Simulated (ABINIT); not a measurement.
## TePb (Fm-3m): changed settings of a GW run in ABINIT

Aim: change inputs of a GW run on TePb (Fm-3m) and see what moves.

Calculated with ABINIT 10.8.3; PBE and many-body steps on it, plane waves.

This is a report of a sequence of runs, with most program output left out.

## 1. Starting point

It takes space group Fm-3m (No. 225, cubic). The conventional cell has a = 6.462 Å, b = 6.462 Å, c = 6.462 Å, α = 90.00°, β = 90.00°, γ = 90.00°. Nearest to Te lie 6 Pb at 3.23 Å. Nearest to Pb lie 6 Te at 3.23 Å. Farther neighbours and most contacts between anions are not listed.

Coordinates:

```cif
data_structure
_symmetry_space_group_name_H-M 'Fm-3m'
_symmetry_Int_Tables_number 225
_cell_length_a 6.4620
_cell_length_b 6.4620
_cell_length_c 6.4620
_cell_angle_alpha 90.000
_cell_angle_beta 90.000
_cell_angle_gamma 90.000
_cell_volume 269.84
loop_
_atom_site_label
_atom_site_type_symbol
_atom_site_symmetry_multiplicity
_atom_site_Wyckoff_symbol
_atom_site_fract_x
_atom_site_fract_y
_atom_site_fract_z
_atom_site_occupancy
Te1 Te 4 b 0.50000 0.00000 0.00000 1
Pb1 Pb 4 a 0.00000 0.00000 0.00000 1
```

The cell and positions come from the Crystallography Open Database and are kept as given unless a step says otherwise. Spin-orbit coupling is left out unless a step names it.

## 2. Screening, 4×4×4 mesh, 296 bands, screening to 228.6 eV

This step: ABINIT 10.8.3; RPA screening on PBE, plane waves, norm-conserving pseudopotentials.

The RPA dielectric matrix is built and inverted for each q.

Contents of run.abi:

```
acell 3*1.0 Angstrom
rprim 
  -0.000000000000 3.231000000000 3.231000000000
  3.231000000000 0.000000000000 3.231000000000
  3.231000000000 3.231000000000 0.000000000000
ntypat 2
znucl 52 82
natom 2
typat 1 2
xred 
  0.500000000000 0.500000000000 0.500000000000
  0.000000000000 -0.000000000000 -0.000000000000
pp_dirpath "pseudos"
pseudos "Te.upf, Pb.upf"
ecut 34
ngkpt 4 4 4
nshiftk 1
shiftk 0 0 0
kptopt 1
chksymbreak 0
istwfk *1
occopt 1
irdwfk 1
optdriver 3
nband 296
ecuteps 8.4
inclvkb 2
awtr 1
symchi 1
indata_prefix "in"
outdata_prefix "out"
tmpdata_prefix "tmp"
```

The run is started by

```console
> OMP_NUM_THREADS=1 mpirun -n 4 abinit run.abi > log
```

Elapsed: 4.7 min, on 4 MPI ranks of Arm Neoverse V1, shared host; peak memory 2.6 GiB; 19 min of CPU time.

This step gave:

```yaml
eps_infinity_with_local_fields_on_this_mesh_along_the_program_s_q_direction: 38.73
the_same_without_local_fields: 41.75
plasma_frequency: 24.76 eV
plane_waves_in_the_screening_matrix: 531
```

Local fields lower ε∞ by 7 %.

## 3. Base

The self-energy is evaluated for the states that the input lists, and the levels follow from it, in one-shot runs by the linearised quasiparticle equation.

This step: G0W0 on PBE, plane waves, norm-conserving pseudopotentials.

run.abi: that of step 2 with these lines changed.

```diff
@@ -23,8 +23,17 @@
 irdwfk 1
-optdriver 3
+optdriver 4
 nband 296
+gwcalctyp 0
+ecutsigx 34
+symsigma 1
+nkptgw 2
+kptgw 
+  0.5000000000 0.0000000000 0.0000000000
+  0.0000000000 0.0000000000 0.0000000000
+bdgw 
+  13 18
+  13 18
 ecuteps 8.4
-inclvkb 2
-awtr 1
-symchi 1
+irdscr 1
+ppmodel 1
 indata_prefix "in"
```

Elapsed: 2.1 min, on 4 MPI ranks; peak memory 2.9 GiB.

Numbers from this step:

- G0W0 gap on the points computed: 1.117 eV
- starting gap on the mesh: 0.7358 eV
- k of the valence top: 0.5, 0, 0
- k of the conduction bottom: 0.5, 0, 0
- Z at the valence top: 0.791
- Z at the conduction bottom: 0.801
- least direct G0W0 gap on the computed points: 1.117 eV

The gap on the mesh goes from 0.74 eV to 1.12 eV, a correction of +0.38 eV.

## 4. Coulomb singularity

run.abi: that of step 3 with these lines changed.

```diff
@@ -38,2 +38,3 @@
 ppmodel 1
+gw_icutcoul 3
 indata_prefix "in"
```

It took 2.1 min on 4 MPI ranks; peak memory 2.9 GiB; 8.4 min of CPU time.

Numbers from this step:

| Quantity | Value |
| --- | --- |
| G0W0 gap on the points computed | 1.114 eV |
| starting gap on the mesh | 0.7358 eV |
| k of the valence top | 0.5, 0, 0 |
| k of the conduction bottom | 0.5, 0, 0 |
| Z at the valence top | 0.797 |
| Z at the conduction bottom | 0.807 |
| least direct G0W0 gap on the computed points | 1.114 eV |

Against G0W0 in ABINIT (4×4×4 mesh, 296 bands, screening to 228.6 eV, Godby-Needs plasmon pole), the gap moves by −0.003 eV.

## 5. Side by side

Times are wall times on 4 MPI ranks of Arm Neoverse V1, shared host, good to a factor of about two. A run's time includes the screening step that it read.

```csv
run,mesh,bands,screening cutoff (eV),DFT gap (eV),gap on the mesh (eV),direct (eV),ε∞ used,time
base,4×4×4,296,228.6,0.736,1.117,1.117,38.73,6.9 min
Coulomb singularity,4×4×4,296,228.6,0.736,1.114,1.114,38.73,6.8 min
```

## 6. Results

```json
{
 "base": "1.117 eV",
 "Coulomb singularity": "1.114 eV",
 "known limits": "not at the basis limit; exchange with frozen shells missing; mesh may overstate the screening; no spin-orbit coupling; coarse k mesh"
}
```

**Reading.** Coulomb singularity: −0.003 eV against base (keys changed: gw_icutcoul). Bands and cutoff are finite, so the gap is not at the basis limit. The miss can reach some tenths of an eV and take either sign; the mesh is an error of its own. In the first G0W0 run levels were corrected at 2 k points alone, so a gap called «on the mesh» is the least over those, and an edge elsewhere would be missed. The 4×4×4 mesh is coarse for this cell, which bears on the long-range parts of exchange and screening. Where an edge is built on 6p states of lead, bismuth or thallium, scalar-relativistic gaps usually stand too wide, by a few tenths to over one eV. The norm-conserving file of at least one element keeps a d shell over frozen s and p shells of the same row. Exchange with those shells is missing from the self-energy, an error of 0.3 to 0.9 eV in cases checked, whose sign depends on which edge lies on those atoms. The RPA ε∞ on this mesh reaches over 25; with a narrow direct gap a coarse mesh can overstate it, and the correction is then too small. The many-body steps are scalar-relativistic: spin-orbit coupling is not in them.

[Paths, hosts, dates, memory and timing lines, banners, echoed tables and standing remarks are left out of the program output.]

[Logs are printed without paths, hosts, clocks, repeated set-up lines and the standing remarks that a program may print on its own settings, such as how far it seeks lower states.]

[Runs of the session that timed out or met a known fault of the program may be left out.]

[No measured gap is set beside runs whose start may be inverted or whose files or cutoffs have a known fault.]

[Hosts, paths, dates, database ids (printed as entryN), source tags and the programs' standing remarks are cut or masked in the printed files.]

[G0W0 gaps are taken among the corrected bands and points alone; a level outside them can change the order at an edge.]

[Where Ansatz stands beside ABINIT at settings called matched, ABINIT's density can come from a denser mesh and the files from another edition; pairs whose starting gaps differed by over 0.03 eV were left out, so agreement reads better than it is.]
